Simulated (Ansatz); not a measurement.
# Direct or indirect: RbZnCl3 (Pm-3m)

```xyz
5
Lattice="5.0077 0.0000 0.0000 0.0000 5.0077 0.0000 0.0000 0.0000 5.0077" Properties=species:S:1:pos:R:3 pbc="T T T"
Rb    0.0000    0.0000    0.0000
Zn    2.5038    2.5038    2.5038
Cl    2.5038    2.5038    0.0000
Cl    2.5038    0.0000    2.5038
Cl    0.0000    2.5038    2.5038
```

Method: Ansatz, PBE, independent particles, without spin-orbit coupling, line width 0.15 eV (Gaussian). The band structure gives a fundamental gap of 1.39 eV. The spectrum of vertical transitions near the edge:

```
E (eV)  Im ε, E ∥ xyz
  0.90           0.00
  1.02           0.00
  1.14           0.00
  1.26           0.00
  1.38           0.00
  1.50           0.00
  1.62           0.01
  1.74           0.08
  1.86           0.26
  1.98           0.45
  2.10           0.57
  2.22           0.63
  2.34           0.66
  2.46           0.69
  2.58           0.70
  2.70           0.71
  2.82           0.72
  2.94           0.73
  3.06           0.74
```

(1) Is the gap direct or indirect, and about where do vertical transitions set in?

## Answers

(1) Indirect, by the band path, whose least direct gap is 1.81 eV. The curves fit this: they stay near zero above 1.39 eV and rise only from about 1.8 eV, though a forbidden direct transition would look alike. Lines are broadened by 0.15 eV, which spreads the edge, and phonons, which would give weak absorption from the fundamental gap up, are left out.

Note: cells built here by substitution need not match a known phase.

[Logs are printed without paths, hosts, clocks, repeated set-up lines and the standing remarks that a program may print on its own settings, such as how far it seeks lower states.]
